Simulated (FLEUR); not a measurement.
Computed results, one entry a study.

**GdAl2: which magnetic order is lowest**

The structure is cubic, space group Fd-3m (No. 227). Conventional cell: a = 7.884 Å, b = 7.884 Å, c = 7.884 Å, α = 90.00°, β = 90.00°, γ = 90.00°. Nearest to Gd lie 12 Al at 3.27 Å and 4 Gd at 3.41 Å. Nearest to Al lie 6 Al at 2.79 Å and 6 Gd at 3.27 Å. Farther neighbours are not listed.

| Quantity | Value |
| --- | --- |
| method | LDA (VWN) with U = 4.02 eV, J = 0.7 eV on Gd f; all-electron FLAPW, Dirac cores, scalar-relativistic bands |
| program | FLEUR MaX-R8.1 |
| settings of one run | kmax 3.6 1/bohr, gmax 10.8 1/bohr, muffin tin radii Gd: 2.8, Al: 2.57 bohr, lmax Gd: [10, 8], Al: [10, 8], hist occupations, smearing width 0.08 eV, mixer Anderson, mixing 0.05, max iterations 130, stop 0.0001 me/bohr³, collinear spin, 6×6×6 k-mesh, double counting FLL, mesh matched on, seeded occupations whole cubic f orbitals, Hund's first rule, starting moments 7 7 0 0 0 0 μB |
| cost | 2 runs, 83 s in all on 4 MPI ranks of AMD EPYC 9R14 (Zen 4), shared host (the runs of this entry) |
| notes | The run is spin-polarised, with a total moment of 14.79 μB a cell. This is the lowest of 2 finished starts, no proof of the ground state. |
| lowest state found | ferromagnetic (initial ferro ++) |
| largest site spin moment | 7.22 μB |
| next finished state | antiferromagnetic, 22.4 meV a seeded atom higher |

The lowest state found is ferromagnetic, reached from the start ferro ++, with moments up to 7.22 μB. The next finished state costs 22 meV a seeded atom.

[Hosts, paths, dates, database ids (printed as entryN), source tags and the programs' standing remarks are cut or masked in the printed files.]

[Where a cell is said to come from a database of computed structures, the database is the Materials Project.]
